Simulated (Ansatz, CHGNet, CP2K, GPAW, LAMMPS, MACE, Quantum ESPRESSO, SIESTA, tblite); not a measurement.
# Amorphous carbon (100 atoms) in tblite

Wanted: tblite inputs and outputs for amorphous carbon (100 atoms), checked against a plane-wave reference.

Main program and level: tblite 0.8.0; the method is named at each step.

### 1. The structure

The cell holds 100 atoms: 100 C. Cell: a = 10.470 Å, b = 10.470 Å, c = 10.470 Å, α = 90.0°, β = 90.0°, γ = 90.0°. 100 atoms (100 C) placed at random at 1.74 g/cm³, melted at 5500 K for 10 ps at fixed volume with the LCBOP (Los and Fasolino, Phys. Rev. B 68, 024107 (2003)). Quenched from 5500 K to 300 K at 100 K/ps and fixed volume, held 5 ps.

The yardstick, on the same geometry:

| Property | Result |
| --- | --- |
| method | Kohn-Sham DFT, PBE, SSSP efficiency 1.3.0 pseudopotentials, plane waves (Quantum ESPRESSO 7.5); sssp-pbe-1.3.0-efficiency, cutoffs 45/360 Ry, Γ point |
| r.m.s. force component | 1.427 eV/Å |
| longest force | 5.519 eV/Å |
| pressure | -13.62 GPa |
| time | 2.6 min on 2 MPI ranks of Arm Neoverse V2, shared host |
| CPU time | 5.2 min |

### 2. GFN2-xTB

Method: GFN2-xTB tight binding, diagonalisation.

The input, run.py:

```python
import numpy as np
from ase.io import read
from tblite.ase import TBLite

atoms = read("structure.xyz")
atoms.calc = TBLite(method="GFN2-xTB", electronic_temperature=580, accuracy=1.0, max_iterations=250, mixer_damping=0.1, verbosity=1)
energy = atoms.get_potential_energy()
forces = atoms.get_forces()
print(f"energy {energy:.6f} eV")
print("forces (eV/A)")
for i, (a, f) in enumerate(zip(atoms, forces)):
    print(f"{i:4d} {a.symbol:2s} {f[0]:10.5f} {f[1]:10.5f} {f[2]:10.5f}")
stress = -atoms.get_stress(voigt=False) * 160.21766
print("stress (GPa, compression positive)")
for row in stress:
    print(" ".join(f"{x:10.4f}" for x in row))
print("charges (e)")
print(np.array2string(atoms.get_charges(), precision=4, suppress_small=True, max_line_width=110, threshold=100000))
```

The input, structure.xyz:

```xyz
100
Lattice="10.46950 0.00000 0.00000 0.00000 10.46950 0.00000 0.00000 0.00000 10.46950" Properties=species:S:1:pos:R:3 pbc="T T T"
C 4.90674 0.92205 6.92830
C 3.08411 5.91370 3.88335
C 2.81630 8.30263 2.17284
C 2.72050 9.82060 6.39896
C 4.20507 10.06307 6.44408
C 8.05544 2.12929 8.25216
C 7.14931 2.34538 9.37094
C 2.00229 1.31434 7.42005
C 6.35572 3.27287 6.56396
C 4.19461 3.80441 4.59653
C 4.05138 9.07025 0.18918
C 4.91658 8.74297 6.25417
C 10.00664 4.35604 2.55665
C 9.50735 8.50050 2.44798
C 6.12026 5.90480 6.76612
C 5.49188 8.27959 5.03394
C 7.18710 6.83428 6.42566
C 4.98934 6.38524 7.48255
C 8.52291 7.35273 6.97635
C 6.60322 3.93056 0.78322
C 3.94041 4.14016 0.19400
C 10.18588 10.05930 9.58294
C 1.35936 4.64239 0.79966
C 10.41003 1.03166 9.28875
C 9.07915 8.31509 5.95662
C 5.20502 3.40479 0.67403
C 9.88603 4.69756 5.06881
C 5.40142 6.10812 0.08302
C 3.88188 10.46322 10.36271
C 9.74543 8.68644 9.98288
C 4.39300 5.35525 9.90132
C 4.44284 7.67959 7.04472
C 9.47134 4.92370 0.27817
C 3.64265 0.60105 9.05999
C 3.98815 8.68110 2.95826
C 4.91941 9.71057 2.65308
C 0.34968 8.29383 2.79054
C 2.59214 1.68758 2.98224
C 1.69156 7.73089 2.91869
C 8.62771 4.56051 9.69151
C 9.96382 3.87612 3.85487
C 2.08961 2.33637 0.33900
C 4.11577 1.06737 0.82343
C 1.03041 6.93793 5.07687
C 5.75718 7.20176 0.87389
C 10.36774 9.01455 6.07838
C 6.01546 4.58732 6.03985
C 7.71414 3.19561 7.26667
C 2.40997 1.20619 8.76245
C 3.63449 1.59220 3.95956
C 4.07284 6.01138 8.65105
C 1.50740 2.48577 3.59135
C 10.02517 7.41199 9.20478
C 4.92873 1.12233 8.44407
C 0.75496 6.72749 10.01429
C 0.40925 5.47754 0.13171
[... 40 atom lines left out ...]
C 8.23185 8.45381 3.24837
C 8.81804 5.13246 8.33781
C 4.57559 7.81799 3.99129
C 2.88142 8.18401 0.69256
```

The run is started by

```
$ OMP_NUM_THREADS=1 python run.py > output.txt
```

The log of the run:

```text
------------------------------------------------------------
  cycle        total energy    energy error   density error
------------------------------------------------------------
      1     -211.4772565764  -2.1447117E+02   2.2548877E-01
      2     -211.5904107522  -1.1315418E-01   2.0193018E-01
      3     -210.7889193126   8.0149144E-01   1.7474541E-01
      4     -211.2664463743  -4.7752706E-01   8.6472530E-02
      5     -211.5408259566  -2.7437958E-01   3.7836374E-02
      6     -211.6881132280  -1.4728727E-01   2.3023154E-02
      7     -211.7851354472  -9.7022219E-02   8.7259612E-03
      8     -211.7933285867  -8.1931395E-03   5.3623189E-03
      9     -211.7952173007  -1.8887141E-03   4.0678643E-03
     10     -211.7954860600  -2.6875924E-04   3.1585257E-03
     11     -211.7950856439   4.0041603E-04   3.0268404E-03
     12     -211.7953277728  -2.4212882E-04   1.4193962E-03
     13     -211.7954614326  -1.3365983E-04   8.9013666E-04
     14     -211.7955523984  -9.0965843E-05   3.9434082E-04
     15     -211.7955644820  -1.2083604E-05   2.4287512E-04
     16     -211.7955649992  -5.1718320E-07   2.1475739E-04
     17     -211.7955665632  -1.5640209E-06   1.3807615E-04
     18     -211.7955664443   1.1894042E-07   8.5438279E-05
     19     -211.7955669840  -5.3972269E-07   2.7852623E-05
     20     -211.7955670113  -2.7260512E-08   1.9632099E-05
------------------------------------------------------------
 total:                                   6.722 sec
energy -5763.250932 eV
forces (eV/A)
   0 C     0.09721    1.76167   -0.75531
   1 C     2.10766    1.06482   -0.20720
   2 C     0.48701   -0.76875   -2.07523
   3 C     4.00182   -0.01193    0.62309
   4 C    -2.23134   -0.26618    0.27926
   5 C     4.70666   -0.69619   -1.80082
   6 C    -0.15184    2.84159   -0.03622
   7 C     0.06127   -1.13187    0.43773
   8 C     0.19265   -0.11389    0.33334
   9 C    -0.90345   -0.34051   -0.41262
  10 C     0.43052   -1.29389    1.46394
  11 C    -1.49880    2.09588    0.75963
  12 C     0.08289    1.57334   -2.63471
  13 C    -0.16154   -0.62013   -2.76224
  14 C    -0.02831   -0.88616    0.61699
  15 C     2.35497   -1.34302   -1.54651
  16 C     0.68708    3.83477   -2.19117
  17 C    -1.30880    0.39235    1.22535
  18 C    -0.37014   -1.83257   -1.31404
  19 C     2.31290    2.22817   -0.43212
  20 C     0.63541    0.23954    0.87600
  21 C    -0.54603    1.85187   -0.07873
  22 C     0.96617   -1.18299    1.58987
  23 C    -0.46311   -5.51352    1.10716
[...]
92 C     1.45847   -0.02745    0.01981
  93 C    -0.75651    1.07186   -1.19299
  94 C    -0.51787   -1.03878   -1.06477
  95 C     0.50729   -0.25276    1.09025
  96 C     0.96386    0.00631    3.68414
  97 C     0.59874    1.16998   -0.91182
  98 C     0.28283    4.13866   -0.59337
  99 C    -0.49635   -1.20054   -3.37312
stress (GPa, compression positive)
  -24.9505    -3.1106    -3.3246
   -3.1106   -18.8620    -1.1853
   -3.3246    -1.1853   -21.7710
charges (e)
[ 0.013  -0.0122 -0.0114  0.0006 -0.0245 -0.0008  0.0158 -0.0494 -0.0219 -0.0022 -0.0024  0.0078 -0.0025
  0.0493  0.0315  0.0167 -0.0244 -0.008   0.0038  0.0069  0.0035 -0.0461  0.017   0.016  -0.0002 -0.0039
  0.0305 -0.0413  0.0222  0.048   0.0238 -0.0026  0.0069 -0.0067  0.0338 -0.0653 -0.0489  0.0359  0.0239
  0.0066  0.0058  0.0006 -0.002   0.0296  0.0075  0.0053  0.0125  0.0112  0.0359 -0.053  -0.0135  0.0234
 -0.0255 -0.0033 -0.0011  0.0089  0.0305 -0.0056  0.0034  0.0007  0.003   0.0022 -0.0136 -0.0139  0.0025
 -0.0029  0.003  -0.0161 -0.0042  0.0332 -0.0136 -0.0298  0.0034  0.0022 -0.0143  0.0057 -0.0213 -0.0031
  0.0072  0.0114  0.0213  0.0164  0.0219  0.0028  0.0005 -0.0062  0.0052 -0.0082 -0.0135 -0.0055 -0.0382
 -0.0183 -0.069   0.0097  0.0002 -0.0032  0.0251  0.0007  0.0136 -0.0064]
```

Elapsed: 7.2 s, on 1 thread of Arm Neoverse V2, shared host; peak memory 0.12 GiB.

Banners, paths, timers and routine set-up lines are dropped from the logs unmarked, and long logs keep their key lines alone; longer cuts are marked.

Against the reference:

```
r.m.s. force component                  : 1.492 eV/Å
r.m.s. difference of force components   : 271.5 meV/Å
longest difference of force vectors     : 1097 meV/Å
force difference over r.m.s. force      : 19.03 %
slope of forces against the reference's : 1.029
correlation of force components         : 0.9837
pressure                                : -21.86 GPa
pressure difference                     : -8.243 GPa
```

Local excerpt of 10 atoms (numbers count through the whole input) about C21, picked at random; x, y, z are measured from there.

```csv
atom,x,y,z,distance (Å),bonds,Mulliken charge (e),Fx,Fy,Fz (eV/Å)
C21,0.00,0.00,0.00,0.00,3,0.00,0.64,0.24,0.88
C64,-1.44,-0.33,0.12,1.49,3,-0.01,1.71,-1.16,0.01
C31,0.45,1.22,-0.76,1.50,3,0.02,2.58,1.13,2.86
C26,1.26,-0.74,0.48,1.54,3,0.00,-1.62,-0.28,-1.21
C28,1.46,1.97,-0.11,2.45,2,-0.04,-2.27,0.35,0.00
C88,1.21,-2.16,0.11,2.48,3,-0.01,-1.53,0.08,-0.18
C42,-1.85,-1.80,0.15,2.59,3,0.00,0.01,-0.49,2.04
C23,-2.58,0.50,0.61,2.70,3,0.02,0.97,-1.18,1.59
C20,2.66,-0.21,0.59,2.74,3,0.01,2.31,2.23,-0.43
C51,0.13,1.87,-2.01,2.75,3,-0.01,-1.07,1.88,-1.15
```

Atoms are counted from 1 here, from 0 in the log.

Forces lie 19 % from the reference's, at 0.023 times its CPU time (on 1 against 2 cores).

### 3. GFN1-xTB

Method: GFN1-xTB tight binding, diagonalisation.

run.py: that of step 2 with these lines changed.

```diff
@@ -5,3 +5,3 @@
 atoms = read("structure.xyz")
-atoms.calc = TBLite(method="GFN2-xTB", electronic_temperature=580, accuracy=1.0, max_iterations=250, mixer_damping=0.1, verbosity=1)
+atoms.calc = TBLite(method="GFN1-xTB", electronic_temperature=580, accuracy=1.0, max_iterations=250, mixer_damping=0.1, verbosity=1)
 energy = atoms.get_potential_energy()
```

structure.xyz is that of step 2.

The log of the run:

```text
------------------------------------------------------------
  cycle        total energy    energy error   density error
------------------------------------------------------------
      1     -208.6534926168  -2.1103992E+02   8.8252647E-01
      2     -208.8008009946  -1.4730838E-01   7.9318698E-01
      3     -205.4745307515   3.3262702E+00   4.2638696E-01
[... lines left out ...]
  98 C     0.25939    4.15336   -0.57245
  99 C    -0.60243   -1.21292   -3.34451
stress (GPa, compression positive)
  -22.4195    -3.0848    -3.1909
   -3.0848   -16.5387    -1.3044
   -3.1909    -1.3044   -19.5275
charges (e)
[ 0.0126 -0.0163 -0.0294  0.004  -0.0422 -0.0029  0.0193 -0.0284 -0.0336 -0.0018 -0.0001  0.0095 -0.0082
  0.0461  0.0518  0.026  -0.0422 -0.0125  0.0053  0.0058  0.0144 -0.0277  0.0249  0.0214 -0.0155 -0.0076
  0.035  -0.0204  0.0331  0.044   0.022   0.0071  0.0038 -0.0127  0.0476 -0.0575 -0.0491  0.0342  0.028
  0.0096  0.0127  0.0187 -0.0116  0.0282  0.0047  0.0012  0.0152  0.012   0.0498 -0.0653 -0.0136  0.0366
 -0.0377 -0.0024  0.0068  0.0066  0.0252 -0.0056  0.0098 -0.0139  0.0072  0.0058 -0.0295 -0.0306  0.0043
 -0.007   0.019  -0.0222 -0.0031  0.0389 -0.0133 -0.0615 -0.0039  0.0001 -0.0147  0.0057 -0.0277 -0.0081
  0.004   0.0157  0.0317  0.0166  0.022  -0.0027  0.0034 -0.0218 -0.01   -0.0096 -0.0227 -0.0029 -0.0242
 -0.026  -0.0488  0.0105 -0.0038 -0.0049  0.0251 -0.0089  0.0151  0.0079]
```

Run time: 2.1 s. Hardware: 1 thread; peak memory 0.11 GiB.

Numbers from this run, and their distance from the reference:

```
r.m.s. force component                  : 1.517 eV/Å
r.m.s. difference of force components   : 275.2 meV/Å
longest difference of force vectors     : 977.7 meV/Å
force difference over r.m.s. force      : 19.29 %
slope of forces against the reference's : 1.046
correlation of force components         : 0.9843
pressure                                : -19.5 GPa
pressure difference                     : -5.877 GPa
```

Against the first run (19 %), the force difference from the reference is 19 %, at 0.30 times the CPU time.

### 4. All runs compared

Differences are against the plane-wave reference, forces as r.m.s. over components; share is that over the reference's r.m.s. force, slope the least-squares factor from reference forces to these. Total energies of different programs have different zeros and aren't compared.

```csv
run,"Δ force, r.m.s. (meV/Å)",share (%),slope,Δ pressure (GPa),cores,CPU time,memory (GiB)
reference,-,-,-,-,2,5.2 min,2.8
tblite GFN2-xTB,272,19.0,1.029,-8.24,1,7.2 s,0.12
tblite GFN1-xTB,275,19.3,1.046,-5.88,1,2.1 s,0.11
```

CPU time is summed over cores on a shared host, where runs went side by side, so it is rough. Symmetry, cutoffs, thresholds, outputs and thread counts weren't matched or tuned between programs; memory under MPI is the largest rank's times the ranks.

### 5. Results

| Item | Value |
| --- | --- |
| nearest in forces | a tie at 19 % of 2 runs: tblite GFN2-xTB; tblite GFN1-xTB |

In words: Tight binding differs by 19 % in each run; it is another model, with fitted parameters of its own, and the xTB methods hold dispersion. Of the electronic-structure runs that take under half the reference's CPU time, tblite GFN2-xTB is among the nearest, at 19 % in 7.2 s against 5.2 min; its pressure misses by -8.2 GPa. Periodic xTB results under one method name differ between programs and library versions. The reference's pressure holds the uncorrected Pulay stress of its 45 Ry basis, so small pressure differences, and their order, may be the reference's own error. The quench rate of 100 K/ps is many orders above laboratory rates, so the cell is likely richer in defects and strain than a real sample. The network of bonds at the start is that of the classical potential that made the cell, and needn't be the one that DFT or experiment would give. The reference's stress is far from hydrostatic: its diagonal is -16.3, -10.9, -13.6 GPa, compression counted positive. The electronic-structure runs sample only Γ, in a cell whose shortest periodic width is 10 Å, which is coarse for a cell with partly filled levels.

[Also dropped from logs without a mark: logging warnings of Python, and SIESTA's first energy breakdown and zero terms.]

[Logs are printed without paths, hosts, clocks, repeated set-up lines and the standing remarks that a program may print on its own settings, such as how far it seeks lower states.]

[Hosts, paths, dates, database ids (printed as entryN), source tags and the programs' standing remarks are cut or masked in the printed files.]
